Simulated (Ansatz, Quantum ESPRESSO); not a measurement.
## TlBi2 (P6/mmm): zone-centre phonons

Aim: the zone-centre modes of TlBi2 (P6/mmm).

Calculated with Quantum ESPRESSO 7.5; DFT LDA, scalar-relativistic, plane waves, JTH PAW pseudopotentials.

### Step 1. The starting structure

The structure is hexagonal, space group P6/mmm (No. 191). Conventional cell: a = 5.709 Å, b = 5.709 Å, c = 3.394 Å, α = 90.00°, β = 90.00°, γ = 120.00°. Nearest to Tl lie 2 Tl at 3.39 Å and 12 Bi at 3.71 Å. Nearest to Bi lie 5 Bi at 3.30 to 3.39 Å and 6 Tl at 3.71 Å. Farther neighbours are not listed.

### Step 2. A probe with smearing

Before anything dear is run, a loose run with smearing shows whether this is a metal and how far the cell is from rest.

Input file probe.in:

```
&control
   calculation = 'scf'
   prefix = 'x'
   outdir = './tmp'
   pseudo_dir = './pseudo'
   tprnfor = .true.
   tstress = .true.
   verbosity = 'high'
/
&system
   ibrav = 0
   nat = 3
   ntyp = 2
   ecutwfc = 40.0
   ecutrho = 200.0
   occupations = 'smearing'
   smearing = 'gaussian'
   degauss = 0.01
/
&electrons
   conv_thr = 1.0d-07
   mixing_beta = 0.7
   electron_maxstep = 100
/
ATOMIC_SPECIES
 Tl    204.3800  Tl.upf
 Bi    208.9804  Bi.upf
CELL_PARAMETERS angstrom
     5.708664500    0.000000000    0.000000000
    -2.854332250    4.943848480    0.000000000
     0.000000000    0.000000000    3.393755580
ATOMIC_POSITIONS crystal
 Tl     0.000000000   0.000000000   0.000000000
 Bi     0.666666670   0.333333330   0.500000000
 Bi     0.333333330   0.666666670   0.500000000
K_POINTS automatic
 6 6 6 0 0 0
```

On the command line:

```sh
> OMP_NUM_THREADS=1 mpirun -n 4 pw.x -nk 4 -in probe.in > probe.out
```

Output:

```text
[banners, grids, parts of the stress and lines that vanish by symmetry left out]
Program PWSCF v.7.5
     file Tl.upf: wavefunction(s)  0S 6P 0P 5D 0D renormalized
     file Bi.upf: wavefunction(s)  6S 0S 6P 0P 5D 0D renormalized
[...]
kinetic-energy cutoff     =      40.0000  Ry
     charge density cutoff     =     200.0000  Ry
     scf convergence threshold =      1.0E-07
[...]
Exchange-correlation= SLA PW NOGX NOGC
                           (   1   4   0   0   0   0   0)
[...]
24 Sym. Ops., with inversion, found
[...]
(     0          1          0      )
                  (     0          0          1      )
[...]
(  0.0000000  1.0000000  0.0000000 )
                  (  0.0000000  0.0000000  1.0000000 )
[...]
(     0         -1          0      )
[...]
(    -1          0          0      )
                  (     0          0          1      )
[...]
( -0.8660254 -0.5000000  0.0000000 )
                  (  0.0000000  0.0000000  1.0000000 )
[...]
number of k points=    28  Gaussian smearing, width (Ry)=  0.0100
[...]
End of self-consistent calculation
[...]
the Fermi energy is     9.9877 ev
!    total energy              =   -2582.08727175 Ry
[...]
convergence has been achieved in   6 iterations
[...]
atom    1 type  1   force =     0.00000000    0.00000000    0.00000000
     atom    2 type  2   force =    -0.00000000   -0.00000000    0.00000000
     atom    3 type  2   force =     0.00000000    0.00000000    0.00000000
[...]
Total force =     0.000000     Total SCF correction =     0.000000
[...]
total   stress  (Ry/bohr**3)                   (kbar)     P=      -33.02
[...]
XML data file, charge density, pseudopotentials, collected wavefunctions

   JOB DONE.
```

Run time: 11 s. Hardware: 4 MPI ranks of Arm Neoverse V1, shared host; 44 s of CPU time.

This step gave:

```
volume per atom   : 31.93 Å³
pressure          : -3.302 GPa
gap on the k-mesh : 0 eV
```

No gap opens on this mesh, so smearing is kept; the start stands at -3.3 GPa.

### Step 3. Relaxing the cell and atoms

The relaxation runs at a cutoff a fifth above that of the response, since stress converges more slowly with the basis than frequencies do. Forces and stress are brought to rest with tight thresholds.

Input file relax.in:

```
&control
   calculation = 'vc-relax'
   prefix = 'x'
   outdir = './tmp'
   pseudo_dir = './pseudo'
   tprnfor = .true.
   tstress = .true.
   forc_conv_thr = 2.0d-05
   etot_conv_thr = 1.0d-07
   nstep = 40
/
&system
   ibrav = 0
   nat = 3
   ntyp = 2
   ecutwfc = 48
   ecutrho = 240.0
   occupations = 'smearing'
   smearing = 'mv'
   degauss = 0.02
/
&electrons
   conv_thr = 1.0d-11
   mixing_beta = 0.7
   electron_maxstep = 100
/
&ions
/
&cell
   press_conv_thr = 0.2
/
ATOMIC_SPECIES
 Tl    204.3800  Tl.upf
 Bi    208.9804  Bi.upf
CELL_PARAMETERS angstrom
     5.708664500    0.000000000    0.000000000
    -2.854332250    4.943848480    0.000000000
     0.000000000    0.000000000    3.393755580
ATOMIC_POSITIONS crystal
 Tl     0.000000000   0.000000000   0.000000000
 Bi     0.666666670   0.333333330   0.500000000
 Bi     0.333333330   0.666666670   0.500000000
K_POINTS automatic
 9 9 12 0 0 0
```

On the command line:

```sh
> OMP_NUM_THREADS=1 mpirun -n 4 pw.x -nk 4 -in relax.in > relax.out
```

Output:

```text
[banners, grids, parts of the stress and lines that vanish by symmetry left out]
[banner, memory and clock lines left out]
Program PWSCF v.7.5

[...]
kinetic-energy cutoff     =      48.0000  Ry
     charge density cutoff     =     240.0000  Ry
     scf convergence threshold =      1.0E-11
[...]
energy convergence thresh.=      1.0E-07
     force convergence thresh. =      2.0E-05
     press convergence thresh. =      2.0E-01
     Exchange-correlation= SLA PW NOGX NOGC
                           (   1   4   0   0   0   0   0)
[...]
24 Sym. Ops., with inversion, found
[...]
number of k points=    84  Marzari-Vanderbilt smearing, width (Ry)=  0.0200
[...]
c_bands:  1 eigenvalues not converged
[...]
End of self-consistent calculation
[...]
the Fermi energy is     9.8348 ev
!    total energy              =   -2582.09031123 Ry
[...]
convergence has been achieved in   9 iterations
[...]
atom    1 type  1   force =     0.00000000   -0.00000000    0.00000000
     atom    2 type  2   force =     0.00000000   -0.00000000    0.00000000
     atom    3 type  2   force =    -0.00000000   -0.00000000    0.00000000
     Total force =     0.000000     Total SCF correction =     0.000000
[...]
total   stress  (Ry/bohr**3)                   (kbar)     P=      -35.48
[...]
number of bfgs steps    =   0
[...]
CELL_PARAMETERS (angstrom)
[...]
ATOMIC_POSITIONS (crystal)
Tl              -0.0000000000       -0.0000000000        0.0000000000
Bi               0.6666666700        0.3333333300        0.5000000000
Bi               0.3333333300        0.6666666700        0.5000000000
[...]
New effective cutoffs (rho, wfc):  243.10   48.68
[...]
End of self-consistent calculation
[...]
the Fermi energy is    10.1019 ev
!    total energy              =   -2582.09291681 Ry
[...]
convergence has been achieved in  21 iterations
[...]
atom    1 type  1   force =     0.00000000   -0.00000000   -0.00000000
     atom    2 type  2   force =     0.00000000   -0.00000000   -0.00000000
     atom    3 type  2   force =    -0.00000000    0.00000000   -0.00000000
     Total force =     0.000000     Total SCF correction =     0.000000
[...]
total   stress  (Ry/bohr**3)                   (kbar)     P=      -29.14
[...]
number of bfgs steps    =   1
[...]
WARNING: bfgs curvature condition failed, Theta= 0.982
[...]
CELL_PARAMETERS (angstrom)
[...]
ATOMIC_POSITIONS (crystal)
Tl               0.0000000000       -0.0000000000       -0.0000000000
[...]
New effective cutoffs (rho, wfc):  248.03   49.74
[...]
End of self-consistent calculation
[...]
the Fermi energy is    10.5011 ev
!    total energy              =   -2582.09570800 Ry
[...]
convergence has been achieved in  27 iterations
[...]
atom    1 type  1   force =    -0.00000000   -0.00000000    0.00000000
     atom    2 type  2   force =     0.00000000    0.00000000   -0.00000000
     atom    3 type  2   force =    -0.00000000   -0.00000000   -0.00000000
     Total force =     0.000000     Total SCF correction =     0.000000
[...]
total   stress  (Ry/bohr**3)                   (kbar)     P=      -18.65
[...]
number of bfgs steps    =   2
[...]
CELL_PARAMETERS (angstrom)
[...]
ATOMIC_POSITIONS (crystal)
[...]
New effective cutoffs (rho, wfc):  256.05   51.40
[...]
End of self-consistent calculation
[...]
the Fermi energy is    11.1355 ev
!    total energy              =   -2582.09749087 Ry
[...]
convergence has been achieved in  19 iterations
[...]
atom    1 type  1   force =     0.00000000    0.00000000   -0.00000000
     atom    2 type  2   force =    -0.00000000   -0.00000000   -0.00000000
     atom    3 type  2   force =     0.00000000   -0.00000000    0.00000000
     Total force =     0.000000     Total SCF correction =     0.000000
[...]
total   stress  (Ry/bohr**3)                   (kbar)     P=        0.33
[...]
number of bfgs steps    =   7
[...]
CELL_PARAMETERS (angstrom)
[...]
ATOMIC_POSITIONS (crystal)
[...]
New effective cutoffs (rho, wfc):  258.93   52.05
[...]
End of self-consistent calculation
[...]
the Fermi energy is    11.1262 ev
!    total energy              =   -2582.09749128 Ry
[...]
convergence has been achieved in  18 iterations
[...]
atom    1 type  1   force =    -0.00000000    0.00000000    0.00000000
     atom    2 type  2   force =    -0.00000000    0.00000000    0.00000000
     atom    3 type  2   force =    -0.00000000   -0.00000000    0.00000000
     Total force =     0.000000     Total SCF correction =     0.000000
[...]
total   stress  (Ry/bohr**3)                   (kbar)     P=        0.01
[...]
number of bfgs steps    =   8
[...]
CELL_PARAMETERS (angstrom)
[...]
ATOMIC_POSITIONS (crystal)
[...]
New effective cutoffs (rho, wfc):  258.92   52.05
[...]
End of self-consistent calculation
[...]
the Fermi energy is    11.1259 ev
!    total energy              =   -2582.09749128 Ry
[...]
convergence has been achieved in   9 iterations
[...]
atom    1 type  1   force =     0.00000000   -0.00000000    0.00000000
     atom    2 type  2   force =     0.00000000    0.00000000   -0.00000000
     atom    3 type  2   force =    -0.00000000   -0.00000000    0.00000000
     Total force =     0.000000     Total SCF correction =     0.000000
[...]
total   stress  (Ry/bohr**3)                   (kbar)     P=        0.01
[...]
bfgs converged in  10 scf cycles and   9 bfgs steps
[...]
End of BFGS Geometry Optimization
     Final enthalpy           =   -2582.0974912773 Ry
     File ./tmp/x.bfgs deleted, as requested
[...]
CELL_PARAMETERS (angstrom)
[...]
ATOMIC_POSITIONS (crystal)
[...]
Bi               0.6666666700        0.3333333300        0.5000000000
Bi               0.3333333300        0.6666666700        0.5000000000
[...]
Final scf calculation at the relaxed structure.
[...]
kinetic-energy cutoff     =      48.0000  Ry
     charge density cutoff     =     240.0000  Ry
     scf convergence threshold =      1.0E-13
[...]
press convergence thresh. =      2.0E-01
     Exchange-correlation= SLA PW NOGX NOGC
                           (   1   4   0   0   0   0   0)
[...]
24 Sym. Ops., with inversion, found
[...]
number of k points=    84  Marzari-Vanderbilt smearing, width (Ry)=  0.0200
[...]
c_bands:  1 eigenvalues not converged
     c_bands:  1 eigenvalues not converged
     c_bands:  1 eigenvalues not converged
[...]
c_bands:  1 eigenvalues not converged
     c_bands:  2 eigenvalues not converged
[...]
End of self-consistent calculation
[...]
the Fermi energy is    11.1260 ev
!    total energy              =   -2582.09583021 Ry
[...]
convergence has been achieved in  11 iterations
[...]
atom    1 type  1   force =     0.00000000    0.00000000    0.00000000
     atom    2 type  2   force =     0.00000000    0.00000000    0.00000000
     atom    3 type  2   force =    -0.00000000   -0.00000000    0.00000000
     Total force =     0.000000     Total SCF correction =     0.000000
[...]
total   stress  (Ry/bohr**3)                   (kbar)     P=        1.96
[...]
XML data file, charge density, pseudopotentials, collected wavefunctions
```

Run time: 12 min. Hardware: 4 MPI ranks.

Relaxation path:

| step | energy less that of the first step (eV) | largest force (eV/Å) | volume (Å³) |
| --- | --- | --- | --- |
| 1 | 0.0000 | 0.0000 | 95.78 |
| 2 | -0.0355 | 0.0000 | 94.06 |
| 3 | -0.0734 | 0.0000 | 91.61 |
| 4 | -0.0964 | 0.0000 | 88.19 |
| 5 | -0.0968 | 0.0000 | 88.00 |
| 6 | -0.0972 | 0.0000 | 87.92 |
| 7 | -0.0976 | 0.0000 | 87.96 |
| 8 | -0.0977 | 0.0000 | 88.06 |
| 9 | -0.0977 | 0.0000 | 88.12 |
| 10 | -0.0977 | 0.0000 | 88.12 |
| 11 | -0.0751 | 0.0000 | 88.12 |

| conventional cell, symmetrised | before | after | change |
| --- | --- | --- | --- |
| a (Å) | 5.709 | 5.589 | -2.1 % |
| b (Å) | 5.709 | 5.589 | -2.1 % |
| c (Å) | 3.394 | 3.258 | -4.0 % |
| volume (Å³/atom) | 31.93 | 29.37 | -8.0 % |

The relaxed structure:

```cif
data_structure
_symmetry_space_group_name_H-M 'P 1'
_symmetry_Int_Tables_number 1
_cell_length_a 5.5887
_cell_length_b 5.5887
_cell_length_c 3.2577
_cell_angle_alpha 90.000
_cell_angle_beta 90.000
_cell_angle_gamma 120.000
_cell_volume 88.12
loop_
_atom_site_label
_atom_site_type_symbol
_atom_site_fract_x
_atom_site_fract_y
_atom_site_fract_z
_atom_site_occupancy
Tl1 Tl 0.00000 0.00000 0.00000 1
Bi2 Bi 0.66667 0.33333 0.50000 1
Bi3 Bi 0.33333 0.66667 0.50000 1
```

The last row of the table of steps is pw.x's closing run on a basis chosen anew for the final cell, so its energy can jump.

Read from the output:

* volume per atom: 29.37 Å³
* pressure: 0.1953 GPa

The volume changes by -8.0 % from the cell with which this run began.

### Step 4. Relaxation

A variable-cell run keeps the plane waves of its start, so its end shows a stress on a fresh basis; a second run from that cell removes it.

relax.in: that of step 3 with these lines changed.

```diff
@@ -35,9 +35,9 @@
 CELL_PARAMETERS angstrom
-     5.708664500    0.000000000    0.000000000
-    -2.854332250    4.943848480    0.000000000
-     0.000000000    0.000000000    3.393755580
+     5.588670828    0.000000000    0.000000000
+    -2.794335414    4.839930910    0.000000000
+     0.000000000    0.000000000    3.257690179
 ATOMIC_POSITIONS crystal
  Tl     0.000000000   0.000000000   0.000000000
- Bi     0.666666670   0.333333330   0.500000000
- Bi     0.333333330   0.666666670   0.500000000
+ Bi     0.666666667   0.333333333   0.500000000
+ Bi     0.333333333   0.666666667   0.500000000
 K_POINTS automatic
```

Output:

```text
[banners, grids, parts of the stress and lines that vanish by symmetry left out]
[banner, memory and clock lines left out]
Program PWSCF v.7.5

[...]
kinetic-energy cutoff     =      48.0000  Ry
     charge density cutoff     =     240.0000  Ry
     scf convergence threshold =      1.0E-11
[...]
energy convergence thresh.=      1.0E-07
     force convergence thresh. =      2.0E-05
     press convergence thresh. =      2.0E-01
     Exchange-correlation= SLA PW NOGX NOGC
                           (   1   4   0   0   0   0   0)
[...]
24 Sym. Ops., with inversion, found
[...]
number of k points=    84  Marzari-Vanderbilt smearing, width (Ry)=  0.0200
[...]
End of self-consistent calculation
[...]
the Fermi energy is    11.1260 ev
!    total energy              =   -2582.09583023 Ry
[...]
convergence has been achieved in   9 iterations
[...]
atom    1 type  1   force =     0.00000000    0.00000000    0.00000000
     atom    2 type  2   force =     0.00000000    0.00000000    0.00000000
     atom    3 type  2   force =     0.00000000    0.00000000    0.00000000
     Total force =     0.000000     Total SCF correction =     0.000000
[...]
total   stress  (Ry/bohr**3)                   (kbar)     P=        1.96
[...]
number of bfgs steps    =   0
[...]
CELL_PARAMETERS (angstrom)
[...]
ATOMIC_POSITIONS (crystal)
Tl               0.0000000000        0.0000000000        0.0000000000
Bi               0.6666666670        0.3333333330        0.5000000000
Bi               0.3333333330        0.6666666670        0.5000000000
[...]
New effective cutoffs (rho, wfc):  239.71   47.97
[...]
End of self-consistent calculation
[...]
the Fermi energy is    11.1102 ev
!    total energy              =   -2582.09583711 Ry
[...]
convergence has been achieved in  15 iterations
[...]
atom    1 type  1   force =     0.00000000    0.00000000    0.00000000
     atom    2 type  2   force =    -0.00000000    0.00000000    0.00000000
     atom    3 type  2   force =    -0.00000000   -0.00000000   -0.00000000
     Total force =     0.000000     Total SCF correction =     0.000000
[...]
total   stress  (Ry/bohr**3)                   (kbar)     P=        1.43
[...]
number of bfgs steps    =   1
[...]
CELL_PARAMETERS (angstrom)
[...]
ATOMIC_POSITIONS (crystal)
Tl               0.0000000000        0.0000000000        0.0000000000
[...]
New effective cutoffs (rho, wfc):  239.54   47.93
[...]
End of self-consistent calculation
[...]
the Fermi energy is    11.0929 ev
!    total energy              =   -2582.09584220 Ry
[...]
convergence has been achieved in  21 iterations
[...]
atom    1 type  1   force =     0.00000000   -0.00000000    0.00000000
     atom    2 type  2   force =    -0.00000000   -0.00000000    0.00000000
     atom    3 type  2   force =    -0.00000000    0.00000000   -0.00000000
     Total force =     0.000000     Total SCF correction =     0.000000
[...]
total   stress  (Ry/bohr**3)                   (kbar)     P=        0.87
[...]
number of bfgs steps    =   2
[...]
CELL_PARAMETERS (angstrom)
[...]
ATOMIC_POSITIONS (crystal)
[...]
New effective cutoffs (rho, wfc):  239.28   47.88
[...]
End of self-consistent calculation
[...]
the Fermi energy is    11.0673 ev
!    total energy              =   -2582.09584520 Ry
[...]
convergence has been achieved in  21 iterations
[...]
atom    1 type  1   force =    -0.00000000   -0.00000000    0.00000000
     atom    2 type  2   force =    -0.00000000   -0.00000000    0.00000000
     atom    3 type  2   force =     0.00000000    0.00000000   -0.00000000
     Total force =     0.000000     Total SCF correction =     0.000000
[...]
total   stress  (Ry/bohr**3)                   (kbar)     P=        0.04
[...]
number of bfgs steps    =   3
[...]
CELL_PARAMETERS (angstrom)
[...]
ATOMIC_POSITIONS (crystal)
[...]
New effective cutoffs (rho, wfc):  239.27   47.88
[...]
End of self-consistent calculation
[...]
the Fermi energy is    11.0659 ev
!    total energy              =   -2582.09584521 Ry
[...]
convergence has been achieved in  16 iterations
[...]
atom    1 type  1   force =     0.00000000    0.00000000    0.00000000
     atom    2 type  2   force =     0.00000000   -0.00000000   -0.00000000
     atom    3 type  2   force =    -0.00000000    0.00000000    0.00000000
     Total force =     0.000000     Total SCF correction =     0.000000
[...]
total   stress  (Ry/bohr**3)                   (kbar)     P=       -0.00
[...]
bfgs converged in   5 scf cycles and   4 bfgs steps
[...]
End of BFGS Geometry Optimization
     Final enthalpy           =   -2582.0958452138 Ry
     File ./tmp/x.bfgs deleted, as requested
[...]
CELL_PARAMETERS (angstrom)
[...]
ATOMIC_POSITIONS (crystal)
[...]
Bi               0.6666666670        0.3333333330        0.5000000000
Bi               0.3333333330        0.6666666670        0.5000000000
[...]
Final scf calculation at the relaxed structure.
[...]
kinetic-energy cutoff     =      48.0000  Ry
     charge density cutoff     =     240.0000  Ry
     scf convergence threshold =      1.0E-13
[...]
press convergence thresh. =      2.0E-01
     Exchange-correlation= SLA PW NOGX NOGC
                           (   1   4   0   0   0   0   0)
[...]
24 Sym. Ops., with inversion, found
[...]
number of k points=    84  Marzari-Vanderbilt smearing, width (Ry)=  0.0200
[...]
c_bands:  1 eigenvalues not converged
     c_bands:  2 eigenvalues not converged
     c_bands:  1 eigenvalues not converged
     c_bands:  1 eigenvalues not converged
[...]
c_bands:  1 eigenvalues not converged
     c_bands:  1 eigenvalues not converged
[...]
End of self-consistent calculation
[...]
the Fermi energy is    11.0659 ev
!    total energy              =   -2582.09590272 Ry
[...]
convergence has been achieved in  12 iterations
[...]
atom    1 type  1   force =     0.00000000   -0.00000000    0.00000000
     atom    2 type  2   force =     0.00000000    0.00000000   -0.00000000
     atom    3 type  2   force =    -0.00000000   -0.00000000    0.00000000
     Total force =     0.000000     Total SCF correction =     0.000000
[...]
total   stress  (Ry/bohr**3)                   (kbar)     P=       -0.13
[...]
XML data file, charge density, pseudopotentials, collected wavefunctions
```

Run time: 5.8 min. Hardware: 4 MPI ranks; 23 min of CPU time.

Step by step:

| step | energy less that of the first step (eV) | largest force (eV/Å) | pressure (GPa) | volume (Å³) |
| --- | --- | --- | --- | --- |
| 1 | 0.0000 | 0.0000 | 0.20 | 88.12 |
| 2 | -0.0001 | 0.0000 | 0.14 | 88.20 |
| 3 | -0.0002 | 0.0000 | 0.09 | 88.30 |
| 4 | -0.0002 | 0.0000 | 0.00 | 88.44 |
| 5 | -0.0002 | 0.0000 | 0.00 | 88.45 |
| 6 | -0.0010 | 0.0000 | -0.01 | 88.45 |

| conventional cell, symmetrised | before | after | change |
| --- | --- | --- | --- |
| a (Å) | 5.589 | 5.596 | +0.1 % |
| b (Å) | 5.589 | 5.596 | +0.1 % |
| c (Å) | 3.258 | 3.262 | +0.1 % |
| volume (Å³/atom) | 29.37 | 29.48 | +0.4 % |

The relaxed structure:

```xyz
3
Lattice="5.5956 0.0000 0.0000 -2.7978 4.8459 0.0000 0.0000 0.0000 3.2620" Properties=species:S:1:pos:R:3 pbc="T T T"
Tl    0.0000    0.0000    0.0000
Bi    2.7978    1.6153    1.6310
Bi    0.0000    3.2306    1.6310
```

The last row of the table of steps is pw.x's closing run on a basis chosen anew for the final cell, so its energy can jump.

This step gave:

| Property | Result |
| --- | --- |
| volume per atom | 29.48 Å³ |
| pressure | -0.01267 GPa |

The volume changes by +0.4 % from the cell with which this run began.

(Continued in part 2 of 3.)

[Host names and launcher messages were left out of these logs when they were recorded.]

[Logs are printed without paths, hosts, clocks, repeated set-up lines and the standing remarks that a program may print on its own settings, such as how far it seeks lower states.]

[Hosts, paths, dates, database ids (printed as entryN), source tags and the programs' standing remarks are cut or masked in the printed files.]
